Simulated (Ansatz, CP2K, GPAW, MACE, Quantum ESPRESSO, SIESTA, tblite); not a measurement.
**SIESTA runs on amorphous Si (76 atoms)**

How do the settings of SIESTA change the result for amorphous Si (76 atoms)? A plane-wave run serves as the yardstick.

Main program and level: SIESTA 5.4.2; the method is named at each step.

## (1) Starting point

The cell holds 76 atoms: 76 Si. Cell: a = 11.521 Å, b = 11.521 Å, c = 11.521 Å, α = 90.0°, β = 90.0°, γ = 90.0°. 76 atoms (76 Si) placed at random at 2.32 g/cm³, melted at 3500 K for 10 ps at fixed volume with the Tersoff potential (Tersoff, Phys. Rev. B 39, 5566 (1989)). Quenched from 3100 K to 500 K at 10 K/ps and fixed volume, annealed at 900 K for 50 ps, held 5 ps. Then every atom was moved at random, 0.05 Å r.m.s. a Cartesian component.

The yardstick, on the same geometry:

* method: Kohn-Sham DFT, PBE, SSSP efficiency 1.3.0 pseudopotentials, plane waves (Quantum ESPRESSO 7.5); sssp-pbe-1.3.0-efficiency, cutoffs 45/360 Ry, Γ point
* r.m.s. force component: 0.9397 eV/Å
* longest force: 4.074 eV/Å
* pressure: 0.2937 GPa
* time: 1.8 min on 4 MPI ranks of Arm Neoverse V2, shared host
* CPU time: 7.2 min

## (2) PBE, DZP, shift 0.01 Ry, mesh 300 Ry

Method: Kohn-Sham DFT, PBE, PseudoDojo 0.4.1 norm-conserving pseudopotentials (converted to PSML), numerical atomic orbitals (DZP), diagonalisation.

The .psml files are PseudoDojo norm-conserving potentials that we converted to this format, checked against plane waves on the same files for H, C, O, Si, Ge and Ca alone.

input.fdf

```
SystemLabel cell
NumberOfAtoms 76
NumberOfSpecies 1
%block ChemicalSpeciesLabel
  1 14 Si
%endblock ChemicalSpeciesLabel
LatticeConstant 1.0 Ang
%block LatticeVectors
  11.52060 0.00000 0.00000
  0.00000 11.52060 0.00000
  0.00000 0.00000 11.52060
%endblock LatticeVectors
PAO.BasisSize DZP
PAO.EnergyShift 0.01 Ry
XC.Functional GGA
XC.Authors PBE
MeshCutoff 300 Ry
%block kgrid_Monkhorst_Pack
  1 0 0 0.0
  0 1 0 0.0
  0 0 1 0.0
%endblock kgrid_Monkhorst_Pack
SolutionMethod diagon
OccupationFunction FD
ElectronicTemperature 580 K
SCF.Mixer.Method Pulay
SCF.Mixer.Weight 0.05
SCF.Mixer.History 8
SCF.Mix Hamiltonian
MaxSCFIterations 300
SCF.DM.Tolerance 1e-04
SCF.H.Tolerance 1.0e-3 eV
WriteForces T
Write.HirshfeldPop T
Write.VoronoiPop T
Write.DM F
Write.H F
XML.Write F
AtomicCoordinatesFormat Fractional
%block AtomicCoordinatesAndAtomicSpecies
  0.95701 0.28468 0.06126 1
  0.64647 0.35974 0.10614 1
  0.06832 0.06670 0.21606 1
  0.29154 0.29325 0.07318 1
  0.89395 0.31908 0.57108 1
  0.69630 0.04936 0.04485 1
  0.69014 0.29873 0.57404 1
  0.49667 0.78593 0.74783 1
  0.20752 0.58920 0.29692 1
  0.21545 0.80556 0.58602 1
  0.86617 0.62222 0.46359 1
  0.82037 0.62499 0.80548 1
  0.25420 0.20597 0.88646 1
  0.12359 0.44056 0.73049 1
  0.99454 0.05309 0.71800 1
  0.28748 0.31547 0.69020 1
  0.29734 0.91967 0.03723 1
  0.02891 0.17016 0.90030 1
  0.76855 0.55055 0.11277 1
  0.96957 0.49935 0.04573 1
  0.27863 0.87018 0.39314 1
  0.52586 0.96978 0.15167 1
  0.31464 0.35999 0.46351 1
  0.66707 0.22668 0.77618 1
  0.96487 0.77488 0.76669 1
  0.21570 0.58304 0.86667 1
  0.64703 0.38716 0.90889 1
  0.33502 0.65814 0.70865 1
  0.44005 0.71064 0.38167 1
  0.54391 0.70111 0.92808 1
  0.39573 0.13583 0.17497 1
  0.45042 0.24918 0.34213 1
  0.33604 0.49598 0.00274 1
  0.06440 0.67376 0.95093 1
  0.31915 0.07346 0.42938 1
  0.98604 0.98935 0.03476 1
  0.76860 0.21211 0.13249 1
  0.11828 0.28340 0.40904 1
  0.11729 0.26663 0.19231 1
  0.57568 0.56528 0.39814 1
  0.49170 0.98661 0.74765 1
  0.73523 0.61469 0.61354 1
  0.55284 0.84986 0.46975 1
  0.79932 0.81414 0.25318 1
  0.05469 0.47628 0.22964 1
  0.31846 0.01784 0.85725 1
  0.50354 0.50620 0.88747 1
  0.66464 0.04703 0.83784 1
  0.11093 0.81446 0.06748 1
  0.64624 0.95157 0.31146 1
  0.82209 0.87733 0.06330 1
  0.76535 0.10935 0.31460 1
  0.74789 0.71114 0.98864 1
  0.49589 0.42536 0.25082 1
  0.44794 0.78758 0.08315 1
  0.01583 0.74347 0.57736 1
[... 16 atom lines left out ...]
  0.01614 0.13989 0.52414 1
  0.20650 0.13338 0.58376 1
  0.67665 0.80963 0.62567 1
  0.74718 0.62255 0.31320 1
%endblock AtomicCoordinatesAndAtomicSpecies
```

Run with:

```console
$ OMP_NUM_THREADS=1 mpirun -np 2 siesta < input.fdf > output.txt
```

Log:

```text
Version         : 5.4.2
reinit: System Name:
reinit: System Label: cell
initatom: Reading input for the pseudopotentials and atomic orbitals ----------
Species number:   1 Atomic number:   14 Label: Si
Ground state valence configuration (from tables):   3s02  3p02  3d00  4f00
---- Processing specs for species: Si
GGA--PBE XC_GGA_X_PBE--XC_GGA_C_PBE pb
Si pseudopotential only contains V_ls up to l=2 -- lmxkb reset.
Using PAO.SplitTailNorm
%block ChemicalSpeciesLabel
    1   14 Si                      # Species index, atomic number, species label
%endblock ChemicalSpeciesLabel
%block PAO.Basis                 # Define Basis set
Si                    2                    # Species label, number of l-shells
 n=3   0   2                         # n, l, Nzeta
   5.392      3.847
   1.000      1.000
 n=3   1   2 P   1                   # n, l, Nzeta, Polarization, NzetaPol
   6.844      4.952
   1.000      1.000
%endblock PAO.Basis
coor:   Atomic-coordinates input format  =     Fractional
siesta: System type = bulk
initatomlists: Number of atoms, orbitals, and projectors:     76   988  1368
siesta: ******************** Simulation parameters ****************************
Total number of electrons:   304.000000
Total ionic charge:   304.000000
 Kpoints in:            1 . Kpoints trimmed:            1
siesta: k-grid: Number of k-points = 1
siesta: k-points from Monkhorst-Pack grid
siesta: k-cutoff (effective) =     5.760 Ang
siesta: k-point supercell and displacements
siesta: k-grid:     1     0     0      0.000
siesta: k-grid:     0     1     0      0.000
siesta: k-grid:     0     0     1      0.000
                     ====================================
                        Single-point calculation
                     ====================================
outcell: Unit cell vectors (Ang):
       11.520600    0.000000    0.000000
        0.000000   11.520600    0.000000
        0.000000    0.000000   11.520600
outcell: Cell vector modules (Ang)   :   11.520600   11.520600   11.520600
outcell: Cell angles (23,13,12) (deg):     90.0000     90.0000     90.0000
outcell: Cell volume (Ang**3)        :   1529.0627
Gamma-point calculation with multiply-connected orbital pairs
Gamma-point calculation with multiply-connected orbital pairs
Folding of H and S implicitly performed
Folding of H and S implicitly performed
new_DM -- step:     1
Initializing Density Matrix...
Attempting to read DM from file... Failed...
DM filled with atomic data:
InitMesh: MESH = 128 x 128 x 128 = 2097152
InitMesh: Mesh cutoff (required, used) =   300.000   341.171 Ry
stepf: Fermi-Dirac step function
        iscf     Eharris(eV)        E_KS(eV)     FreeEng(eV)     dDmax    Ef(eV) dHmax(eV)
   scf:    1    -8652.413246    -8709.383493    -8709.571060  1.701292 -4.357816  2.500787
   scf:    2    -8711.265316    -8710.420460    -8710.616186  0.031974 -4.356340  1.426113
   scf:    3    -8711.832761    -8711.298381    -8711.509620  0.050290 -4.354415  0.602383
   scf:    4    -8711.880827    -8711.651934    -8711.872568  0.011866 -4.352100  0.386495
   scf:    5    -8711.798402    -8711.737182    -8711.961422  0.015719 -4.347241  0.353261
   scf:    6    -8711.834063    -8711.792434    -8712.017436  0.002782 -4.342560  0.124298
   scf:    7    -8711.835736    -8711.816703    -8712.043276  0.006068 -4.337023  0.098937
   scf:    8    -8711.835415    -8711.826942    -8712.053822  0.003416 -4.332792  0.065110
   scf:    9    -8711.832687    -8711.830396    -8712.058133  0.005743 -4.329219  0.042898
   scf:   10    -8711.832526    -8711.831553    -8712.059240  0.000731 -4.328003  0.019145
   scf:   11    -8711.832766    -8711.832246    -8712.060118  0.002058 -4.326695  0.009662
   scf:   12    -8711.832495    -8711.832373    -8712.060229  0.000261 -4.326485  0.006718
   scf:   13    -8711.832643    -8711.832519    -8712.060409  0.000825 -4.326096  0.003661
   scf:   14    -8711.832486    -8711.832505    -8712.060460  0.000415 -4.325935  0.002420
   scf:   15    -8711.832538    -8711.832524    -8712.060493  0.000246 -4.325864  0.001144
   scf:   16    -8711.832530    -8711.832527    -8712.060496  0.000037 -4.325867  0.001068
   scf:   17    -8711.832539    -8711.832533    -8712.060503  0.000159 -4.325889  0.000578
   scf:   18    -8711.832532    -8711.832533    -8712.060505  0.000069 -4.325903  0.000284
SCF Convergence by DM+H criterion
max |DM_out - DM_in|         :     0.0000689034
max |H_out - H_in|      (eV) :     0.0002841975
SCF cycle converged after 18 iterations
Using DM_out to compute the final energy and forces
siesta: E_KS(eV) =            -8711.8325
siesta: E_KS - E_eggbox =     -8711.8325
siesta: Atomic forces (eV/Ang):
     1   -0.285165   -0.136445    0.059368
     2   -0.810590    2.411960    0.827317
     3   -0.534599    0.201933   -1.538754
     4   -0.010708   -0.180088   -0.531190
     5    0.822357   -0.935853    0.203838
     6   -0.951472   -1.922794   -0.612923
     7    1.481883    1.355466    3.550708
     8    0.918243   -0.384454   -0.075404
     9    0.007605   -0.186740    0.530093
    10    0.530032    0.261193    0.653606
    11    1.751873   -0.781673    0.786437
    12    0.443526    0.287997   -0.215862
[...]
72   -0.135173   -0.294853   -0.394435
    73   -1.745480    0.768434    0.212098
    74    1.120712    0.292138    1.235355
    75   -0.187018   -0.102352    0.355448
    76   -0.578644    0.354249   -2.712575
----------------------------------------
   Tot    0.000536   -0.000590   -0.000705
----------------------------------------
   Max    3.550708
   Res    0.982777    sqrt( Sum f_i^2 / 3N )
----------------------------------------
   Max    3.550708    constrained
Stress tensor Voigt[x,y,z,yz,xz,xy] (kbar):       -8.31       -5.96      -11.59      -14.28      -12.29        5.98
(Free)E + p*V (eV/cell)    -8703.8337
Target enthalpy (eV/cell)    -8712.0605
siesta: Program's energy decomposition (eV):
siesta: Ebs     =     -2890.780245
siesta: Eions   =     14738.653756
siesta: Ena     =      4702.809822
siesta: Ekin    =      3120.425795
siesta: Enl     =      1214.237852
siesta: DEna    =       150.841822
siesta: DUscf   =         9.502849
siesta: Ex      =     -2779.252267
siesta: Ec      =      -391.744650
siesta: Exc     =     -3170.996917
siesta: Eharris =     -8711.832532
siesta: Etot    =     -8711.832533
siesta: FreeEng =     -8712.060505
siesta: Final energy (eV):
siesta:  Band Struct. =   -2890.780245
siesta:       Kinetic =    3120.425795
siesta:       Hartree =     699.807133
siesta:         Exch. =   -2779.252267
siesta:         Corr. =    -391.744650
siesta:   Exch.-corr. =   -3170.996917
siesta:  Ion-electron =   -4099.700131
siesta:       Ion-ion =   -5261.368413
siesta:         Total =   -8711.832533
siesta:         Fermi =      -4.325903
siesta: Stress tensor (static) (eV/Ang**3):
siesta:    -0.005184    0.003733   -0.007673
siesta:     0.003733   -0.003721   -0.008911
siesta:    -0.007673   -0.008911   -0.007236
siesta: Cell volume =       1529.062699 Ang**3
siesta: Pressure (static):
siesta:                Solid            Molecule  Units
siesta:           0.00005860          0.00013432  Ry/Bohr**3
siesta:           0.00538026          0.01233307  eV/Ang**3
siesta:           8.62013467         19.75976109  kBar
    Orbital volume contribution        =          57.492401 eV
    (Free)E + p_basis*V_orbitals       =       -8654.568104 eV
    (Free)Eharris+ p_basis*V_orbitals  =       -8654.568103 eV
Hirshfeld Atomic Populations:
Atom #   charge [q] valence [e]  Species
     1     0.025877    3.974123  Si
     2     0.001140    3.998860  Si
     3    -0.002896    4.002896  Si
     4     0.013247    3.986753  Si
     5     0.019033    3.980967  Si
     6    -0.011760    4.011760  Si
     7    -0.005665    4.005665  Si
     8    -0.007584    4.007584  Si
     9    -0.023858    4.023858  Si
    10     0.022155    3.977845  Si
    11     0.023382    3.976618  Si
    12    -0.006046    4.006046  Si
[...]
--------------------
 Total    -0.000002
Voronoi Atomic Populations:
Atom #   charge [q] valence [e]  Species
[...]
72    -0.021953    4.021953  Si
    73    -0.035128    4.035128  Si
    74    -0.014158    4.014158  Si
    75     0.004389    3.995611  Si
    76    -0.036028    4.036028  Si
--------------------
 Total    -0.000003
```

Wall time 3 min (2 MPI ranks of Arm Neoverse V2, shared host); peak memory 1.8 GiB; 6 min of CPU time.

Banners, paths, timers and routine set-up lines are dropped from the logs unmarked, and long logs keep their key lines alone; longer cuts are marked.

Compared with the plane-wave run:

```yaml
r_m_s_force_component: 0.9828 eV/Å
r_m_s_difference_of_force_components: 50.9 meV/Å
longest_difference_of_force_vectors: 217.9 meV/Å
force_difference_over_r_m_s_force: 5.417 %
slope_of_forces_against_the_reference_s: 1.046
correlation_of_force_components: 0.9996
pressure: 0.862 GPa
pressure_difference: 0.5683 GPa
```

The surroundings of Si38, whose charge lies farthest from its element's mean, nearest first, numbered as they follow in the input and with coordinates relative to it.

```tsv
atom	x	y	z	distance (Å)	bonds	Hirshfeld charge (e)	Fx	Fy	Fz (eV/Å)
Si38	0.00	0.00	0.00	0.00	5	0.04	0.61	0.58	-0.65
Si73	-1.18	-1.65	1.33	2.42	5	-0.02	-1.75	0.77	0.21
Si67	-1.53	1.88	0.28	2.44	5	-0.04	0.01	0.49	-0.23
Si39	-0.01	-0.19	-2.50	2.50	5	-0.02	0.11	0.59	0.21
Si23	2.26	0.88	0.63	2.51	4	0.02	-0.51	0.03	0.50
Si74	1.02	-1.73	2.01	2.84	5	-0.02	1.12	0.29	1.24
Si45	-0.73	2.22	-2.07	3.12	4	0.02	0.28	-1.04	0.72
Si5	-2.58	0.41	1.87	3.21	4	0.02	0.82	-0.94	0.20
Si35	2.31	-2.42	0.23	3.36	5	-0.01	0.84	0.26	0.38
Si3	-0.58	-2.50	-2.22	3.39	4	0.00	-0.53	0.20	-1.54
```

Forces lie 5.4 % from the reference's, at 0.83 times its CPU time (on 2 against 4 cores).

## (3) PBE, SZP, shift 0.01 Ry, mesh 300 Ry

Method: Kohn-Sham DFT, PBE, PseudoDojo 0.4.1 norm-conserving pseudopotentials (converted to PSML), numerical atomic orbitals (SZP), diagonalisation.

input.fdf: that of step 2 with these lines changed.

```diff
@@ -12,3 +12,3 @@
 %endblock LatticeVectors
-PAO.BasisSize DZP
+PAO.BasisSize SZP
 PAO.EnergyShift 0.01 Ry
```

Run with:

```console
$ OMP_NUM_THREADS=1 siesta < input.fdf > output.txt
```

Log:

```text
Version         : 5.4.2
reinit: System Name:
reinit: System Label: cell
initatom: Reading input for the pseudopotentials and atomic orbitals ----------
Species number:   1 Atomic number:   14 Label: Si
Ground state valence configuration (from tables):   3s02  3p02  3d00  4f00
---- Processing specs for species: Si
GGA--PBE XC_GGA_X_PBE--XC_GGA_C_PBE pb
Si pseudopotential only contains V_ls up to l=2 -- lmxkb reset.
Using PAO.SplitTailNorm
%block ChemicalSpeciesLabel
    1   14 Si                      # Species index, atomic number, species label
[... lines left out ...]
stepf: Fermi-Dirac step function
        iscf     Eharris(eV)        E_KS(eV)     FreeEng(eV)     dDmax    Ef(eV) dHmax(eV)
[... lines left out ...]
SCF Convergence by DM+H criterion
[... lines left out ...]
SCF cycle converged after 16 iterations
[... lines left out ...]
   Max    4.080222
[... lines left out ...]
   Max    4.080222    constrained
Stress tensor Voigt[x,y,z,yz,xz,xy] (kbar):      -52.54      -57.65      -61.65      -14.68      -12.82        4.00
[... lines left out ...]
siesta: FreeEng =     -8685.836677
[... lines left out ...]
siesta:       Kinetic =    2973.037843
siesta:       Hartree =     624.087806
siesta:         Exch. =   -2742.899453
siesta:         Corr. =    -395.594630
siesta:   Exch.-corr. =   -3138.494083
siesta:  Ion-electron =   -3882.873288
siesta:       Ion-ion =   -5261.368413
siesta:         Total =   -8685.610135
siesta:         Fermi =      -4.471160
siesta: Stress tensor (static) (eV/Ang**3):
siesta:    -0.032791    0.002496   -0.008000
siesta:     0.002496   -0.035984   -0.009161
siesta:    -0.008000   -0.009162   -0.038480
siesta: Cell volume =       1529.062699 Ang**3
siesta: Pressure (static):
siesta:                Solid            Molecule  Units
siesta:           0.00038939          0.00046556  Ry/Bohr**3
siesta:           0.03575206          0.04274579  eV/Ang**3
siesta:          57.28112069         68.48631264  kBar
    Orbital volume contribution        =          46.988872 eV
    (Free)E + p_basis*V_orbitals       =       -8638.847805 eV
    (Free)Eharris+ p_basis*V_orbitals  =       -8638.847816 eV
Hirshfeld Atomic Populations:
Atom #   charge [q] valence [e]  Species
     1     0.022005    3.977995  Si
     2     0.002396    3.997604  Si
     3    -0.005140    4.005140  Si
[...]
--------------------
 Total    -0.000001
Voronoi Atomic Populations:
Atom #   charge [q] valence [e]  Species
[...]
75     0.003528    3.996472  Si
    76    -0.037270    4.037270  Si
--------------------
 Total    -0.000001
```

The job ended after 4.1 min (1 thread; peak memory 1.3 GiB).

Against the reference:

| Quantity | Value |
| --- | --- |
| r.m.s. force component | 1.158 eV/Å |
| r.m.s. difference of force components | 283.3 meV/Å |
| longest difference of force vectors | 989 meV/Å |
| force difference over r.m.s. force | 30.14 % |
| slope of forces against the reference's | 1.213 |
| correlation of force components | 0.9849 |
| pressure | 5.728 GPa |
| pressure difference | 5.434 GPa |

This is a coarse setting, run to see what it loses.

Against the first run (5.4 %), the force difference from the reference is 30 %, at 0.68 times the CPU time (on 1 against 2 cores), with 684 basis functions against 988: the smaller basis costs accuracy.

## (4) PBE, SZ, shift 0.01 Ry, mesh 300 Ry

Method: Kohn-Sham DFT, PBE, PseudoDojo 0.4.1 norm-conserving pseudopotentials (converted to PSML), numerical atomic orbitals (SZ), diagonalisation.

input.fdf: that of step 3 with these lines changed.

```diff
@@ -12,3 +12,3 @@
 %endblock LatticeVectors
-PAO.BasisSize SZP
+PAO.BasisSize SZ
 PAO.EnergyShift 0.01 Ry
```

Log:

```text
Version         : 5.4.2
reinit: System Name:
reinit: System Label: cell
initatom: Reading input for the pseudopotentials and atomic orbitals ----------
Species number:   1 Atomic number:   14 Label: Si
Ground state valence configuration (from tables):   3s02  3p02  3d00  4f00
---- Processing specs for species: Si
GGA--PBE XC_GGA_X_PBE--XC_GGA_C_PBE pb
Using PAO.SplitTailNorm
[... lines left out ...]
        iscf     Eharris(eV)        E_KS(eV)     FreeEng(eV)     dDmax    Ef(eV) dHmax(eV)
[... lines left out ...]
SCF Convergence by DM+H criterion
[... lines left out ...]
SCF cycle converged after 17 iterations
[... lines left out ...]
   Max    4.645918
[... lines left out ...]
   Max    4.645918    constrained
Stress tensor Voigt[x,y,z,yz,xz,xy] (kbar):     -106.28     -119.50     -120.31      -17.73      -17.33        3.31
[... lines left out ...]
siesta: FreeEng =     -8647.186498
[... lines left out ...]
siesta:         Fermi =      -3.904141
[... lines left out ...]
siesta:     0.002067   -0.074587   -0.011065
siesta:    -0.010816   -0.011065   -0.075092
siesta: Cell volume =       1529.062699 Ang**3
siesta: Pressure (static):
siesta:                Solid            Molecule  Units
siesta:           0.00078424          0.00091720  Ry/Bohr**3
siesta:           0.07200532          0.08421312  eV/Ang**3
siesta:         115.36523840        134.92428978  kBar
    Orbital volume contribution        =          28.111053 eV
    (Free)E + p_basis*V_orbitals       =       -8619.075444 eV
    (Free)Eharris+ p_basis*V_orbitals  =       -8619.075451 eV
Hirshfeld Atomic Populations:
Atom #   charge [q] valence [e]  Species
     1     0.013128    3.986872  Si
     2     0.000597    3.999403  Si
     3    -0.008432    4.008432  Si
[...]
--------------------
 Total    -0.000001
Voronoi Atomic Populations:
Atom #   charge [q] valence [e]  Species
[...]
75    -0.007361    4.007361  Si
    76    -0.029589    4.029589  Si
--------------------
 Total    -0.000001
```

It took 84 s on 1 thread; peak memory 0.74 GiB.

Against the reference:

* r.m.s. force component: 1.387 eV/Å
* r.m.s. difference of force components: 517 meV/Å
* longest difference of force vectors: 1522 meV/Å
* force difference over r.m.s. force: 55.02 %
* slope of forces against the reference's: 1.438
* correlation of force components: 0.9742
* pressure: 11.54 GPa
* pressure difference: 11.24 GPa

This is a coarse setting, run to see what it loses.

Against the first run (5.4 %), the force difference from the reference is 55 %, at 0.23 times the CPU time (on 1 against 2 cores), with 304 basis functions against 988: the smaller basis costs accuracy.

(Continued in part 2 of 2.)

[Also dropped from logs without a mark: logging warnings of Python, and SIESTA's first energy breakdown and zero terms.]

[Logs are printed without paths, hosts, clocks, repeated set-up lines and the standing remarks that a program may print on its own settings, such as how far it seeks lower states.]

[Hosts, paths, dates, database ids (printed as entryN), source tags and the programs' standing remarks are cut or masked in the printed files.]
